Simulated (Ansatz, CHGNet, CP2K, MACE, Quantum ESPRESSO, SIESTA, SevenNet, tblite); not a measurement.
**Quantum ESPRESSO on MgF2(100) slab (72 atoms): settings compared**

How far do other settings of Quantum ESPRESSO move the forces in MgF2(100) slab (72 atoms)? One run of the same program serves as the yardstick.

Main program and level: Quantum ESPRESSO 7.5; the method is named at each step.

### 1. The starting structure

The cell holds 72 atoms: 24 Mg and 48 F. Its edges and angles: a = 9.156 Å, b = 9.242 Å, c = 18.752 Å, α = 90.0°, β = 90.0°, γ = 90.0°. It derives from MgF2 (rutile). Rutile MgF2 (cell 4.621, 4.621, 3.052, 90, 90, 90), (100) slab of 2 repeat layers, 3 x 2 surface cells, 10 Å of vacuum; atoms within 2.77 Å of the bottom held; every coordinate displaced by a Gaussian of 0.07 Å. Then every atom was moved at random, 0.05 Å r.m.s. a Cartesian component. Vacuum lies along c.

The yardstick, on the same geometry:

| Quantity | Value |
| --- | --- |
| method | Kohn-Sham DFT, PBE, SSSP efficiency 1.3.0 pseudopotentials, plane waves (Quantum ESPRESSO 7.5); sssp-pbe-1.3.0-efficiency, cutoffs 60/480 Ry, Γ point |
| r.m.s. force component | 1.411 eV/Å |
| longest force | 6.841 eV/Å |
| gap (highest filled to lowest empty level) | 4.296 eV |
| time | 3.1 min on 4 MPI ranks of Arm Neoverse V2, shared host |
| CPU time | 12 min |

### 2. PBE, gbrv-1.5, 40/200 Ry

Method: Kohn-Sham DFT, PBE, GBRV 1.5 ultrasoft pseudopotentials, plane waves.

Contents of pw.in:

```
&control
  calculation = 'scf'
  pseudo_dir = './pseudo'
  outdir = './tmp'
  disk_io = 'none'
  tprnfor = .true.
/
&system
  ibrav = 0
  nat = 72
  ntyp = 2
  ecutwfc = 40
  ecutrho = 200
  nosym = .true.
  occupations = 'smearing'
  smearing = 'fd'
  degauss = 0.003675
/
&electrons
  conv_thr = 3.6e-07
  electron_maxstep = 100
  mixing_beta = 0.4
  mixing_mode = 'local-TF'
  diagonalization = 'david'
/
ATOMIC_SPECIES
Mg 24.305 Mg.upf
F 18.998 F.upf
CELL_PARAMETERS angstrom
9.15600 0.00000 0.00000
0.00000 9.24200 0.00000
0.00000 0.00000 18.75217
ATOMIC_POSITIONS crystal
Mg 0.00838 0.49837 0.31221
Mg 0.17646 0.26162 0.43498
F 0.00612 0.34844 0.38659
F 0.00819 0.15125 0.47491
F 0.16934 0.09071 0.35929
F 0.16111 0.39410 0.26860
Mg 0.00799 0.48905 0.55279
Mg 0.16619 0.24826 0.68335
F 0.00664 0.34762 0.63584
F 0.99762 0.15003 0.73017
F 0.17061 0.09669 0.60590
F 0.16565 0.42197 0.51775
Mg 0.32996 0.50200 0.31590
Mg 0.50488 0.25300 0.43225
F 0.33098 0.34874 0.39058
F 0.33711 0.15360 0.48454
F 0.51207 0.10226 0.36180
F 0.50496 0.40845 0.27652
Mg 0.34743 0.50931 0.56737
Mg 0.51912 0.26146 0.67974
F 0.33247 0.35563 0.63182
F 0.33491 0.15121 0.73089
F 0.49220 0.11412 0.61498
F 0.49912 0.40333 0.51649
Mg 0.64654 0.50614 0.31781
Mg 0.83089 0.24672 0.44772
F 0.66542 0.34793 0.38410
F 0.67227 0.14371 0.49209
F 0.84768 0.10206 0.37063
F 0.82639 0.40394 0.25845
Mg 0.67217 0.49530 0.56394
Mg 0.82573 0.25079 0.68856
F 0.66445 0.34303 0.63051
F 0.66452 0.14924 0.72779
F 0.83163 0.10018 0.61043
F 0.82038 0.40087 0.51394
Mg 0.99961 0.98328 0.32053
Mg 0.16167 0.76081 0.44251
F 0.99793 0.84887 0.39653
F 0.99954 0.64745 0.48247
F 0.16415 0.60348 0.36463
F 0.16721 0.90186 0.26609
Mg 0.99178 0.99564 0.56387
Mg 0.16406 0.73897 0.68437
F 0.00434 0.81954 0.64064
F 0.99914 0.65370 0.73604
F 0.17299 0.58271 0.60540
F 0.13808 0.89320 0.51366
Mg 0.33249 0.00737 0.31896
Mg 0.48635 0.74270 0.43780
F 0.33852 0.84131 0.39746
F 0.33880 0.65714 0.48158
F 0.50150 0.58798 0.36119
F 0.49971 0.91110 0.26541
Mg 0.32923 0.98182 0.56356
Mg 0.51482 0.74400 0.68948
[... 12 atom lines left out ...]
F 0.67489 0.86042 0.64236
F 0.67058 0.65970 0.72661
F 0.81269 0.58665 0.60079
F 0.83409 0.90340 0.51752
K_POINTS gamma
```

Started as:

```console
$ OMP_NUM_THREADS=1 mpirun -np 4 pw.x -in pw.in > output.txt
```

Output:

```text
Program PWSCF
     gamma-point specific algorithms are used
     one sub-group per band group will be used
     scalapack distributed-memory algorithm (size of sub-group:  2*  2 procs)
     Parallelization info
     sticks:   dense  smooth     PW     G-vecs:    dense   smooth      PW
     Min        1201     961    239               127854    91491   11448
     Max        1202     964    242               127866    91496   11454
     Sum        4807    3851    961               511437   365977   45799
     bravais-lattice index     =            0
     lattice parameter (alat)  =      17.3023  a.u.
     unit-cell volume          =   10708.2840 (a.u.)^3
     number of atoms/cell      =           72
     number of atomic types    =            2
     number of electrons       =       576.00
     number of Kohn-Sham states=          346
     kinetic-energy cutoff     =      40.0000  Ry
     charge density cutoff     =     200.0000  Ry
     scf convergence threshold =      3.6E-07
     mixing beta               =       0.4000
     number of iterations used =            8  local-TF  mixing
     Exchange-correlation=  SLA  PW   PBX  PBC
                           (   1   4   3   4   0   0   0)
     crystal axes: (cart. coord. in units of alat)
               a(1) = (   1.000000   0.000000   0.000000 )
               a(2) = (   0.000000   1.009393   0.000000 )
               a(3) = (   0.000000   0.000000   2.048074 )
     reciprocal axes: (cart. coord. in units 2 pi/alat)
               b(1) = (  1.000000  0.000000  0.000000 )
               b(2) = (  0.000000  0.990695  0.000000 )
               b(3) = (  0.000000  0.000000  0.488263 )
     PseudoPot. # 1 for Mg:
     Pseudo is Ultrasoft, Zval = 10.0
     PseudoPot. # 2 for F :
     Pseudo is Ultrasoft, Zval =  7.0
     atomic species   valence    mass     pseudopotential
     Mg               10.00    24.30500     Mg( 1.00)
     F                 7.00    18.99800     F ( 1.00)
     No symmetry found
   Cartesian axes
     number of k points=     1  Fermi-Dirac smearing, width (Ry)=  0.0037
                       cart. coord. in units 2pi/alat
        k(    1) = (   0.0000000   0.0000000   0.0000000), wk =   2.0000000
     Dense  grid:   255719 G-vectors     FFT dimensions: (  80,  80, 160)
     Smooth grid:   182989 G-vectors     FFT dimensions: (  72,  72, 144)
     Initial potential from superposition of free atoms
     starting charge     568.7945, renormalised to     576.0000
     negative rho (up, down):  2.695E-03 0.000E+00
     Starting wfcs are  312 randomized atomic wfcs +   34 random wfcs
     Self-consistent Calculation
     iteration #  1     ecut=    40.00 Ry     beta= 0.40
     negative rho (up, down):  3.975E-05 0.000E+00
     total energy              =   -5351.77949614 Ry
     estimated scf accuracy    <       6.33516058 Ry
     iteration #  2     ecut=    40.00 Ry     beta= 0.40
     negative rho (up, down):  1.068E-07 0.000E+00
     total energy              =   -5350.96907374 Ry
     estimated scf accuracy    <       2.48254554 Ry
     iteration #  3     ecut=    40.00 Ry     beta= 0.40
     negative rho (up, down):  8.046E-06 0.000E+00
     total energy              =   -5351.11111527 Ry
     estimated scf accuracy    <       0.38041214 Ry
     iteration #  4     ecut=    40.00 Ry     beta= 0.40
     negative rho (up, down):  2.805E-06 0.000E+00
     total energy              =   -5351.13973233 Ry
     estimated scf accuracy    <       0.05936840 Ry
     iteration #  5     ecut=    40.00 Ry     beta= 0.40
     negative rho (up, down):  1.731E-04 0.000E+00
     total energy              =   -5351.13940498 Ry
     estimated scf accuracy    <       0.02029865 Ry
     iteration #  6     ecut=    40.00 Ry     beta= 0.40
[...]
total energy              =   -5351.14058223 Ry
     estimated scf accuracy    <       0.00528130 Ry
[...]
total energy              =   -5351.13882358 Ry
[...]
iteration # 22     ecut=    40.00 Ry     beta= 0.40
     negative rho (up, down):  1.148E-03 0.000E+00
     total energy              =   -5351.13882338 Ry
     estimated scf accuracy    <       0.00000074 Ry
     iteration # 23     ecut=    40.00 Ry     beta= 0.40
     negative rho (up, down):  1.158E-03 0.000E+00
     total energy              =   -5351.13882317 Ry
     estimated scf accuracy    <       0.00000048 Ry
     iteration # 24     ecut=    40.00 Ry     beta= 0.40
     negative rho (up, down):  1.144E-03 0.000E+00
     End of self-consistent calculation
          k = 0.0000 0.0000 0.0000 ( 22900 PWs)   bands (ev):
   -75.6907 -75.4278 -75.3748 -75.3143 -75.1213 -74.9247 -74.9207 -74.7903
   -74.6373 -74.5791 -74.5744 -74.4763 -74.3967 -74.3089 -74.2885 -74.2594
   -74.2376 -74.2295 -74.2060 -74.1728 -74.1717 -73.9483 -73.8899 -73.6739
   -42.5092 -42.4619 -42.4321 -42.2616 -42.2099 -42.2034 -42.1708 -42.1327
   -42.1277 -42.1183 -42.0739 -42.0677 -41.9536 -41.8800 -41.8636 -41.7541
   -41.7232 -41.7116 -41.6971 -41.6760 -41.6665 -41.6100 -41.5579 -41.5333
[...]
7.8563   7.9245   8.0471   8.2804   8.3382   8.3989   8.4923   8.5799
     8.6929   8.7610   8.8132   8.9222   8.9599   8.9696   9.0421   9.0614
     9.1625   9.2001   9.2228   9.2471   9.3405   9.3728   9.3981   9.4720
     9.4897   9.6075
     the Fermi energy is     0.6686 ev
!    total energy              =   -5351.13882313 Ry
     estimated scf accuracy    <       0.00000013 Ry
     smearing contrib. (-TS)   =       0.00000000 Ry
     internal energy E=F+TS    =   -5351.13882313 Ry
     The total energy is F=E-TS. E is the sum of the following terms:
     one-electron contribution =  -24423.75900382 Ry
     hartree contribution      =   12287.07255403 Ry
     xc contribution           =    -861.93880797 Ry
     ewald contribution        =    7647.48643463 Ry
     convergence has been achieved in  24 iterations
     Forces acting on atoms (cartesian axes, Ry/au):
     atom    1 type  1   force =    -0.07261167   -0.04763850   -0.00791667
     atom    2 type  1   force =    -0.05429674   -0.03007862    0.02988361
     atom    3 type  2   force =    -0.00833077    0.01175969    0.02079621
     atom    4 type  2   force =     0.01122317   -0.01446783    0.06599384
     atom    5 type  2   force =    -0.00798331    0.04518300    0.02503910
     atom    6 type  2   force =     0.04102359    0.03654678   -0.00489952
[...]
atom   70 type  2   force =     0.05527595   -0.01934874    0.04556537
     atom   71 type  2   force =     0.14628870    0.09565246    0.10488199
     atom   72 type  2   force =     0.01608994   -0.03821917   -0.02583865
     Total force =     0.812326     Total SCF correction =     0.002037
     Message from routine punch:
     Nothing written, as per user request (disk_io='none')
```

The job ended after 2.5 min (4 MPI ranks of Arm Neoverse V2, shared host; peak memory 1.9 GiB).

Banners, paths, timers and routine set-up lines are dropped from the logs unmarked, and long logs keep their key lines alone; longer cuts are marked.

Numbers from this run, and their distance from the reference:

- r.m.s. force component: 1.421 eV/Å
- r.m.s. difference of force components: 26.75 meV/Å
- longest difference of force vectors: 232 meV/Å
- force difference over r.m.s. force: 1.896 %
- slope of forces against the reference's: 1.007
- correlation of force components: 0.9999
- gap (highest filled to lowest empty level): 4.291 eV
- gap difference: -0.0051 eV

Length of the force difference by element (eV/Å):

```tsv
element	atoms	mean	most
F	48	0.028	0.19
Mg	24	0.040	0.23
```

Levels nearest the highest filled one (eV from it): -1.37, -1.33, -1.27, -1.25, -1.13, -1.09, -1.05, -0.96, -0.60, -0.55, -0.33, 0.00, 4.29, 4.98, 5.57, 6.21, 6.30, 6.42, 6.53, 6.88, 6.98, 7.09, 7.15, 7.42.

The surroundings of F54, picked at random, nearest first, numbered as they follow in the input and with coordinates relative to it.

```tsv
atom	x	y	z	distance (Å)	bonds	Fx	Fy	Fz (eV/Å)
F54	0.00	0.00	0.00	0.00	2	-0.21	0.62	0.38
Mg61	1.48	0.81	0.96	1.94	5	1.80	-1.17	-0.58
Mg49	-1.53	0.89	1.00	2.04	5	0.52	-2.00	-1.03
F17	0.11	1.77	1.81	2.53	3	-0.94	0.39	-0.11
F63	1.56	-0.49	2.43	2.93	3	-0.30	-0.47	-0.25
F51	-1.48	-0.64	2.48	2.95	3	-1.24	1.83	-1.74
F42	-3.04	-0.09	0.01	3.05	2	0.35	0.49	0.46
F66	3.20	-0.10	0.00	3.20	2	-1.10	0.72	0.43
F53	0.02	-2.99	1.80	3.48	3	-1.99	2.77	1.86
Mg50	-0.12	-1.56	3.23	3.59	6	3.81	0.40	0.13
```

Forces lie 1.9 % from the reference's, at 0.80 times its CPU time.

### 3. Results

| Property | Result |
| --- | --- |
| force difference from the reference | QE PBE, gbrv-1.5, 40/200 Ry, 1.9 % |
| its CPU time | 10 min |

**Reading.** PBE on plane waves or a grid with other potentials, cutoffs or grids differs from the reference by 1.9 % (QE PBE, gbrv-1.5, 40/200 Ry) of the r.m.s. force; this holds the reference's own error, so differences of a few per cent don't tell which side is nearer the exact PBE result. PBE gaps agree with the reference's 4.30 eV within 0.006 eV. These are spacings on the run's k-points, which needn't hold the band edges. The potentials hold different valence shells: 384 electrons in the reference, 576 in Quantum ESPRESSO with GBRV; this bears on time and differences. The electronic-structure runs sample only Γ, in a cell whose shortest periodic width is 9 Å.

[Also dropped from logs without a mark: logging warnings of Python, and SIESTA's first energy breakdown and zero terms.]

[Logs are printed without paths, hosts, clocks, repeated set-up lines and the standing remarks that a program may print on its own settings, such as how far it seeks lower states.]

[Hosts, paths, dates, database ids (printed as entryN), source tags and the programs' standing remarks are cut or masked in the printed files.]
